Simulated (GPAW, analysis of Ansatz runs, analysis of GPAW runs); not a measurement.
# Ti on the Ga site in GaAs: charge-transition level against experiment (GPAW)

Subject: Ti on the Ga site in GaAs. Wanted: its charge-transition level, in one set-up (PBE, LCAO dzp, h 0.18, 32-site cell, PBE lattice, k: the single point 1/4 1/4 1/4 then 2x2x2 shifted, dielectric constants 10.9 and 12.9 (handbook)). The model is a cell of 32 host atoms with 1 Ga taken out and 1 Ti put in. The level is the Fermi energy at which two charge states have equal formation energy, after a correction for the images of the charge. An atomic-orbital basis is far cheaper than plane waves.

Measured beforehand: (+1/0) level below the conduction-band bottom: 0.9 eV, by DLTS; Ti(4+/3+) donor level, value from Fig. 2 (“Band-Edge Hydrostatic Deformation Potentials in III-V Semiconductors”, 1987, D. D. Nolte, W. Walukiewicz, and E. E. Haller). The runs below try to reproduce this.

Program: GPAW 26.7.0. Level of theory: GPAW LCAO dzp PAW DFT, PBE; relaxation of all atoms of a defect supercell. Results are calculated unless marked as measured.

Most raw output is cut from this account.

## 1. The starting structure

The cell holds 32 atoms: 15 Ga, 1 Ti and 16 As. Its edges and angles: a = 9.988 Å, b = 9.988 Å, c = 9.988 Å, α = 109.5°, β = 109.5°, γ = 109.5°. It derives from GaAs (space group F-43m). Nearest the centre at fractional (0.250, 0.500, 0.250): Ti7 at 0.05 Å, As19 at 2.48 Å, As23 at 2.48 Å, As22 at 2.53 Å, As28 at 2.53 Å, Ga10 at 4.03 Å, Ga1 at 4.03 Å, Ga12 at 4.06 Å. The cell carries charge +1.

The host's primitive cell comes from a first run (GPAW LCAO dzp PAW DFT, PBE; relaxation of cell and atoms of a defect-free cell): vectors of 4.078, 4.078 and 4.078 Å. That is 23.97 Å³ an atom, 6.1 % over the diffraction cell's volume. The supercell is built on it.

## 2. Relaxation, charge +1

Every later number rests on the structure around the defect, so the atoms are relaxed at the host's lattice first.

File run.py:

```python
import numpy as np
from ase.io import read, write
from ase.parallel import parprint, world
from gpaw import GPAW
from ase.optimize import BFGS

atoms = read('POSCAR')
calc = GPAW(mode='lcao',
            h=0.18,
            basis='dzp',
            xc='PBE',
            kpts=[[0.25, 0.25, 0.25]],
            charge=1,
            occupations={'name': 'fermi-dirac', 'width': 0.01},
            nbands=76,
            convergence={'density': 1e-05, 'forces': 0.001},
            maxiter=150,
            symmetry='off',
            txt='gpaw.txt')
atoms.calc = calc
opt = BFGS(atoms, trajectory='relax.traj', logfile='-')
done = opt.run(fmax=0.02, steps=80)
parprint('Converged:', done)
energy = atoms.get_potential_energy()
forces = atoms.get_forces()
parprint(f'Energy: {energy:.6f} eV, largest force {np.linalg.norm(forces, axis=1).max():.4f} eV/A')
calc.write('gs.gpw')
write('final.xyz', atoms)
for s in range(calc.get_number_of_spins()):
    parprint('Levels (eV), spin', s, calc.get_eigenvalues(kpt=0, spin=s)[-16:].round(3))
```

File POSCAR:

```
Ga Ti Ga As
 1.0000000000000000
    -5.7666910817914703    5.7666910817914712   -5.7666910817914774
     5.7666910817914729    5.7666910817914792    5.7666910817914951
     5.7666910817914765   -5.7666910817914800   -5.7666910817914951
 Ga  Ti  Ga  As 
   6   1   9  16
Direct
  0.0041585962058186  0.0057356809305381  0.0020150735415704
  0.0009112314014345  0.2485781974333317  0.7452067730590126
 -0.0024255511737382  0.4987926072813014  0.5033865038934207
 -0.0031622082134683  0.7529410212754027  0.2494622852666160
  0.2496732158220110  0.0022158410570605  0.7550969134916665
  0.2454018060223818  0.2454797356300554  0.4943957342728522
  0.2529951017515329  0.4982681088995926  0.2535528727273749
  0.2482820379164068  0.7532136957413076 -0.0023906727232880
  0.4945010742420112 -0.0015371311361930  0.4957588992271355
  0.4966714521548693  0.2527944424706005  0.2498631338550215
  0.4961002145159555  0.5004180821746508 -0.0043127002213337
  0.5016150374005572  0.7461419795077590  0.7472594702660962
  0.7487101431754835  0.0029595318717620  0.2540781173192983
  0.7441263972307874  0.2485853908939012 -0.0024272462701383
  0.7532663294477249  0.5022264257207217  0.7560301608642357
  0.7533592289693893  0.7495385812619745  0.4972969503290083
  0.0050421542633148  0.0046859184561107  0.7552287430161440
 -0.0031677673301348  0.2508530843444543  0.4956103849608914
  0.0018266167656818  0.5024079327185236  0.2468454404567751
 -0.0060440206736203  0.7478149512222443 -0.0030310619891010
  0.2539332428485507 -0.0018274398918802  0.5020983688104005
  0.2464374745911846  0.2440568301859071  0.2457354535065175
  0.2537087093702838  0.4979475896753655  0.0020760644054434
  0.2513691136501080  0.7530610222265566  0.7558113824596087
  0.5009051957665461  0.0048346554582977  0.2491849116511935
  0.4967402410745557  0.2446645430939128 -0.0052670447658613
  0.4941261924418705  0.4963916286692547  0.7481266145048702
  0.5059183439404087  0.7515889339648690  0.5026998176765088
  0.7444941248999261 -0.0006989922610915 -0.0031167986804155
  0.7539941193338876  0.2520481205898890  0.7482165214790513
  0.7550203599270398  0.5018506458663703  0.5050956456117602
  0.7456218071403767  0.7445555645240846  0.2484170285388775
```

Started as:

```sh
OMP_NUM_THREADS=1 mpirun -n 4 gpaw python run.py > stdout
```

Elapsed: 10 min, on 4 MPI ranks of Arm Neoverse V1, shared host; peak memory 2.1 GiB; 41 min of CPU time.

The steps of the relaxation:

```tsv
step	energy less that of the first step (eV)
0	0.0000
1	-0.1644
2	-0.3916
3	-0.3963
4	-0.4101
5	-0.4124
6	-0.4156
7	-0.4182
8	-0.4203
9	-0.4213
10	-0.4222
11	-0.4234
12	-0.4244
13	-0.4249
14	-0.4251
15	-0.4252
```

The atoms that moved most (Å):

```tsv
atom	dx	dy	dz	length
Ga1	-0.032	-0.056	0.027	0.070
Ga10	-0.043	0.020	-0.042	0.064
Ga6	0.047	0.007	-0.041	0.063
Ga12	0.057	-0.021	0.010	0.062
Ga11	-0.008	0.007	-0.060	0.061
As28	0.003	-0.032	0.050	0.060
As32	0.019	0.055	0.006	0.058
As22	0.045	0.035	0.001	0.057
```

The relaxed structure:

```xyz
32
Lattice="-5.7667 5.7667 -5.7667 5.7667 5.7667 5.7667 5.7667 -5.7667 -5.7667" Properties=species:S:1:pos:R:3 pbc="T T T"
Ga   -0.0118   -0.0099    0.0234
Ga    5.7560   -2.9007   -2.8670
Ga    5.7753   -0.0137   -0.0142
Ga    5.7795    2.9014    2.9003
Ga    2.8849   -2.8828   -5.7701
Ga    2.8988   -0.0132   -2.8926
Ti    2.8854    2.8828    0.0044
Ga    2.9034    5.7778    2.9016
Ga    0.0138    0.0097   -5.7468
Ga   -0.0084    2.9017   -2.8908
Ga   -0.0080    5.7784   -0.0113
Ga    5.7768    2.8651   -2.8902
Ga   -2.8809    2.8802   -5.7595
Ga   -2.9010    5.7534   -2.8691
Ga    2.8830    2.8829   -5.7612
Ga    2.8676    5.7815   -2.8923
As    4.3175   -4.3194   -4.3259
As    4.3208   -1.4506   -1.4358
As    4.3205    1.4470    1.4418
As    4.3235    4.3215    4.3391
As    1.4499   -1.4472   -4.3267
As    1.4481    1.4466   -1.4314
As    1.4492    4.3188    1.4415
As    7.2145    1.4425   -1.4366
As   -1.4406    1.4481   -4.3215
As   -1.4457    4.3243   -1.4369
As    4.3221    1.4420   -4.3282
As    4.3188    4.3207   -1.4333
As   -4.3228    4.3152   -4.3237
As    1.4451    1.4439   -7.1977
As    1.4449    4.3243   -4.3292
As    1.4455    7.2157   -1.4342
```

Neighbours of Ti7 at the end:

```tsv
atom	distance (Å)
As19	2.487
As28	2.488
As22	2.488
As23	2.488
Ga12	4.091
Ga3	4.092
Ga9	4.093
Ga10	4.093
Ga11	4.094
Ga14	4.094
Ga1	4.094
Ga4	4.094
Ga2	4.095
Ga8	4.096
Ga6	4.096
Ga16	4.098
```

From the first step to the last the energy fell by 0.425 eV, and the largest move was 0.07 Å (Ga1). Judged within 0.08 Å, the space group went from P1 to I-43m.

## 3. Single point, charge +1

The relaxed structure is kept, and the final numbers are taken at the final level and k-points.

This step: GPAW LCAO dzp PAW DFT, PBE; single point of a defect supercell.

File run.py:

```python
import numpy as np
from ase.io import read, write
from ase.parallel import parprint, world
from gpaw import GPAW

atoms = read('POSCAR')
calc = GPAW(mode='lcao',
            h=0.18,
            basis='dzp',
            xc='PBE',
            kpts={'size': (2, 2, 2), 'gamma': False},
            charge=1,
            occupations={'name': 'fermi-dirac', 'width': 0.01},
            nbands=76,
            convergence={'density': 1e-05, 'bands': 73},
            maxiter=150,
            symmetry={'point_group': False},
            txt='gpaw.txt')
atoms.calc = calc
energy = atoms.get_potential_energy()
forces = atoms.get_forces()
parprint(f'Energy: {energy:.6f} eV, largest force {np.linalg.norm(forces, axis=1).max():.4f} eV/A')
calc.write('gs.gpw')
write('final.xyz', atoms)
for s in range(calc.get_number_of_spins()):
    parprint('Levels (eV), spin', s, calc.get_eigenvalues(kpt=0, spin=s)[-16:].round(3))
field = calc.get_electrostatic_potential()
if world.rank == 0:
    np.save('potential.npy', field)
field = calc.get_pseudo_density()
if world.rank == 0:
    np.save('density.npy', field)
```

File POSCAR:

```
Ga Ti Ga As
 1.0000000000000000
    -5.7666910817914703    5.7666910817914712   -5.7666910817914774
     5.7666910817914729    5.7666910817914792    5.7666910817914951
     5.7666910817914765   -5.7666910817914800   -5.7666910817914951
 Ga  Ti  Ga  As 
   6   1   9  16
Direct
 -0.0028897065515816 -0.0018831397149553 -0.0030512454630280
 -0.0029177963170479  0.2475677550177512  0.7476537157701523
  0.0000488061517443  0.4995566494096054  0.5019776356913367
[... 2 atom lines left out ...]
  0.2496545678588264  0.2501928878340033  0.5021398673744157
  0.2495715956667652  0.5001231614619526  0.2497971799717935
[... 1 atom line left out ...]
  0.4991175978002693  0.0020335361880281  0.4994729081456536
  0.5022403522090957  0.2508623003177390  0.2499199210706243
  0.5020008985986262  0.5003192643889101  0.0002861129504949
  0.4990086791862692  0.7492924588319829  0.7514684293880647
[... 6 atom lines left out ...]
  0.0004477602429850  0.5000628331046563  0.2495942100218868
[... 2 atom lines left out ...]
  0.2495376203770846  0.2509893454445906  0.2496649204161515
  0.2494731033091994  0.5001179522354525  0.0006687951453100
[... 4 atom lines left out ...]
  0.4988955293763098  0.7490868912052125  0.4987387314852530
[... 3 atom lines left out ...]
  0.7499894798693494  0.7509741806135812  0.2496831657146271
```

It took 2.7 min on 4 MPI ranks; peak memory 3.4 GiB; 11 min of CPU time.

## 4. Relaxation, charge 0

File run.py:

```python
import numpy as np
from ase.io import read, write
from ase.parallel import parprint, world
from gpaw import GPAW
from ase.optimize import BFGS

atoms = read('POSCAR')
magmoms = np.zeros(len(atoms))
magmoms[[6]] = 1 / 1
atoms.set_initial_magnetic_moments(magmoms)
calc = GPAW(mode='lcao',
            h=0.18,
            basis='dzp',
            xc='PBE',
            kpts=[[0.25, 0.25, 0.25]],
            occupations={'name': 'fermi-dirac', 'width': 0.01, 'fixmagmom': True},
            nbands=77,
            convergence={'density': 1e-05, 'forces': 0.001},
            maxiter=150,
            symmetry='off',
            txt='gpaw.txt')
atoms.calc = calc
opt = BFGS(atoms, trajectory='relax.traj', logfile='-')
done = opt.run(fmax=0.02, steps=80)
parprint('Converged:', done)
energy = atoms.get_potential_energy()
forces = atoms.get_forces()
parprint(f'Energy: {energy:.6f} eV, largest force {np.linalg.norm(forces, axis=1).max():.4f} eV/A')
calc.write('gs.gpw')
write('final.xyz', atoms)
parprint('Moments:', atoms.get_magnetic_moments().round(3))
for s in range(calc.get_number_of_spins()):
    parprint('Levels (eV), spin', s, calc.get_eigenvalues(kpt=0, spin=s)[-16:].round(3))
```

File POSCAR:

```
Ga Ti Ga As
 1.0000000000000000
    -5.7666910817914703    5.7666910817914712   -5.7666910817914774
     5.7666910817914729    5.7666910817914792    5.7666910817914951
     5.7666910817914765   -5.7666910817914800   -5.7666910817914951
 Ga  Ti  Ga  As 
   6   1   9  16
Direct
  0.0041585962058186  0.0057356809305381  0.0020150735415704
  0.0009112314014345  0.2485781974333317  0.7452067730590126
[... 3 atom lines left out ...]
  0.2454018060223818  0.2454797356300554  0.4943957342728522
  0.2529951017515329  0.4982681088995926  0.2535528727273749
[... 1 atom line left out ...]
  0.4945010742420112 -0.0015371311361930  0.4957588992271355
  0.4966714521548693  0.2527944424706005  0.2498631338550215
  0.4961002145159555  0.5004180821746508 -0.0043127002213337
  0.5016150374005572  0.7461419795077590  0.7472594702660962
[... 3 atom lines left out ...]
  0.7533592289693893  0.7495385812619745  0.4972969503290083
[... 2 atom lines left out ...]
  0.0018266167656818  0.5024079327185236  0.2468454404567751
[... 2 atom lines left out ...]
  0.2464374745911846  0.2440568301859071  0.2457354535065175
  0.2537087093702838  0.4979475896753655  0.0020760644054434
[... 4 atom lines left out ...]
  0.5059183439404087  0.7515889339648690  0.5026998176765088
[... 3 atom lines left out ...]
  0.7456218071403767  0.7445555645240846  0.2484170285388775
```

Run time: 30 min. Hardware: 4 MPI ranks; peak memory 2.9 GiB; 2 h of CPU time.

Relaxation path:

```tsv
step	energy less that of the first step (eV)
0	0.0000
1	-0.1530
2	-0.3662
3	-0.3705
4	-0.3840
5	-0.3861
6	-0.3894
7	-0.3918
8	-0.3938
9	-0.3947
10	-0.3956
11	-0.3966
12	-0.3975
13	-0.3980
14	-0.3982
15	-0.3983
```

The atoms that moved most (Å):

```tsv
atom	dx	dy	dz	length
As23	0.022	0.003	0.062	0.066
As24	-0.046	0.017	0.035	0.061
Ga10	-0.042	-0.008	-0.043	0.061
Ga12	0.056	0.006	0.008	0.057
As25	-0.025	-0.041	-0.029	0.057
Ti7	0.010	0.012	0.054	0.056
Ga15	-0.028	0.002	0.048	0.056
As32	0.028	0.046	0.012	0.055
```

The relaxed structure:

```xyz
32
Lattice="-5.7667 5.7667 -5.7667 5.7667 5.7667 5.7667 5.7667 -5.7667 -5.7667" Properties=species:S:1:pos:R:3 pbc="T T T"
Ga   -0.0045   -0.0017    0.0038
Ga    5.7568   -2.8719   -2.8658
Ga    5.7688   -0.0068    0.0046
Ga    5.7777    2.8731    2.9017
Ga    2.8849   -2.8832   -5.7701
Ga    2.8690   -0.0135   -2.8930
Ti    2.8866    2.8824    0.0050
Ga    2.8743    5.7756    2.9012
Ga    0.0062    0.0022   -5.7653
Ga   -0.0077    2.8732   -2.8914
Ga   -0.0015    5.7719    0.0073
Ga    5.7753    2.8928   -2.8920
Ga   -2.8807    2.8805   -5.7590
Ga   -2.8742    5.7542   -2.8683
Ga    2.8835    2.8827   -5.7606
Ga    2.8951    5.7808   -2.8927
As    4.3270   -4.3108   -4.3320
As    4.3121   -1.4410   -1.4290
As    4.3275    1.4390    1.4587
As    4.3247    4.3233    4.3345
As    1.4396   -1.4565   -4.3331
As    1.4418    1.4404   -1.4480
As    1.4421    4.3252    1.4574
As    7.2050    1.4509   -1.4312
As   -1.4493    1.4381   -4.3280
As   -1.4369    4.3159   -1.4308
As    4.3228    1.4396   -4.3227
As    4.3256    4.3277   -1.4505
As   -4.3153    4.3248   -4.3307
As    1.4431    1.4426   -7.2017
As    1.4432    4.3254   -4.3241
As    1.4536    7.2070   -1.4275
```

Neighbours of Ti7 at the end:

```tsv
atom	distance (Å)
As19	2.505
As23	2.506
As28	2.506
As22	2.506
Ga3	4.081
Ga9	4.082
Ga1	4.084
Ga11	4.085
Ga12	4.091
Ga4	4.093
Ga14	4.093
Ga8	4.094
Ga10	4.095
Ga2	4.096
Ga6	4.097
Ga16	4.098
```

Read from the output:

```
total moment : 1.000 μB
```

From the first step to the last the energy fell by 0.398 eV, and the largest move was 0.07 Å (As23). Judged within 0.08 Å, the space group went from P1 to I-43m.

## 5. Single point, charge 0

This step: GPAW LCAO dzp PAW DFT, PBE; single point of a defect supercell.

File run.py:

```python
import numpy as np
from ase.io import read, write
from ase.parallel import parprint, world
from gpaw import GPAW

atoms = read('POSCAR')
magmoms = np.zeros(len(atoms))
magmoms[[6]] = 1 / 1
atoms.set_initial_magnetic_moments(magmoms)
calc = GPAW(mode='lcao',
            h=0.18,
            basis='dzp',
            xc='PBE',
            kpts={'size': (2, 2, 2), 'gamma': False},
            occupations={'name': 'fermi-dirac', 'width': 0.01, 'fixmagmom': True},
            nbands=77,
            convergence={'density': 1e-05, 'bands': 74},
            maxiter=150,
            symmetry={'point_group': False},
            txt='gpaw.txt')
atoms.calc = calc
energy = atoms.get_potential_energy()
forces = atoms.get_forces()
parprint(f'Energy: {energy:.6f} eV, largest force {np.linalg.norm(forces, axis=1).max():.4f} eV/A')
calc.write('gs.gpw')
write('final.xyz', atoms)
parprint('Moments:', atoms.get_magnetic_moments().round(3))
for s in range(calc.get_number_of_spins()):
    parprint('Levels (eV), spin', s, calc.get_eigenvalues(kpt=0, spin=s)[-16:].round(3))
field = calc.get_electrostatic_potential()
if world.rank == 0:
    np.save('potential.npy', field)
field = calc.get_pseudo_density()
if world.rank == 0:
    np.save('density.npy', field)
field = calc.get_pseudo_density(spin=0) - calc.get_pseudo_density(spin=1)
if world.rank == 0:
    np.save('spin.npy', field)
```

File POSCAR:

```
Ga Ti Ga As
 1.0000000000000000
    -5.7666910817914703    5.7666910817914712   -5.7666910817914774
     5.7666910817914729    5.7666910817914792    5.7666910817914951
     5.7666910817914765   -5.7666910817914800   -5.7666910817914951
 Ga  Ti  Ga  As 
   6   1   9  16
Direct
 -0.0004774982673677 -0.0005307393714333 -0.0007205423250640
 -0.0005295072957253  0.2501348675594204  0.7476168575447010
 -0.0009894695101696  0.4995888489842602  0.4997825259099283
[... 2 atom lines left out ...]
  0.2496637394962958  0.2475810746145371  0.4995878822253467
  0.2494855679963101  0.5002020723995330  0.2498493953576587
[... 1 atom line left out ...]
  0.5000712686180742  0.0007237469357740  0.5004168784264942
  0.4998192011881773  0.2484583671429983  0.2500283437329678
  0.4998226988612306  0.5003184380918305 -0.0007625178698891
  0.5015689030287804  0.7515634821648179  0.7514941009556760
[... 6 atom lines left out ...]
 -0.0017081676233884  0.4999827898019280  0.2487426827022590
[... 2 atom lines left out ...]
  0.2504328668757745  0.2498948191537807  0.2505534689663209
  0.2486541154471805  0.5000472548469124 -0.0013276617199368
[... 4 atom lines left out ...]
  0.5009964230826250  0.7502756959985969  0.5008137316595788
[... 3 atom lines left out ...]
  0.7486545765615745  0.7509159106290729  0.2498084403287435
```

The job ended after 6.8 min (4 MPI ranks; peak memory 4.1 GiB; 27 min of CPU time).

Read from the output:

| Quantity | Value |
| --- | --- |
| total moment | 1.000 μB |

## 6. Charge-transition levels

Analysis of the runs above: levels from GPAW LCAO dzp PAW DFT, PBE energies with an image-charge correction aligned at atomic sites (own code after Kumagai and Oba).

It gives:

```
gap : 0.1219 eV
```

## 7. Summary of results

```
static dielectric constant used                   : 12.9
band gap of the host                              : 0.12 eV
(plus 1/0) level below the conduction-band bottom : -0.26 eV
```

**Reading.** (+1/0) level below the conduction-band bottom: computed -0.26 eV, measured 0.9 eV; 1.16 eV shallower than the measurement. The computed level lies at or beyond a band edge, so this set-up gives no level clear of the bands. The level is counted in a gap of 0.12 eV, and the correction is screened by a dielectric constant of 12.9 from a handbook. Levels hang on the band edges, which semilocal functionals place too close together. The total moment is locked at the high-spin value, which doesn't force the spin onto the d shell; spin-orbit coupling, which lowers the gap of these hosts' heavier members, is left out. Limits: the total moment of each charge state is locked at an assumed value.

[Logs are printed without paths, hosts, clocks, repeated set-up lines and the standing remarks that a program may print on its own settings, such as how far it seeks lower states.]

[Hosts, paths, dates, database ids (printed as entryN), source tags and the programs' standing remarks are cut or masked in the printed files.]

[For some hosts the program warned that the k-mesh of the response run may be too coarse for force constants and the static dielectric constant; such warnings are not shown here.]
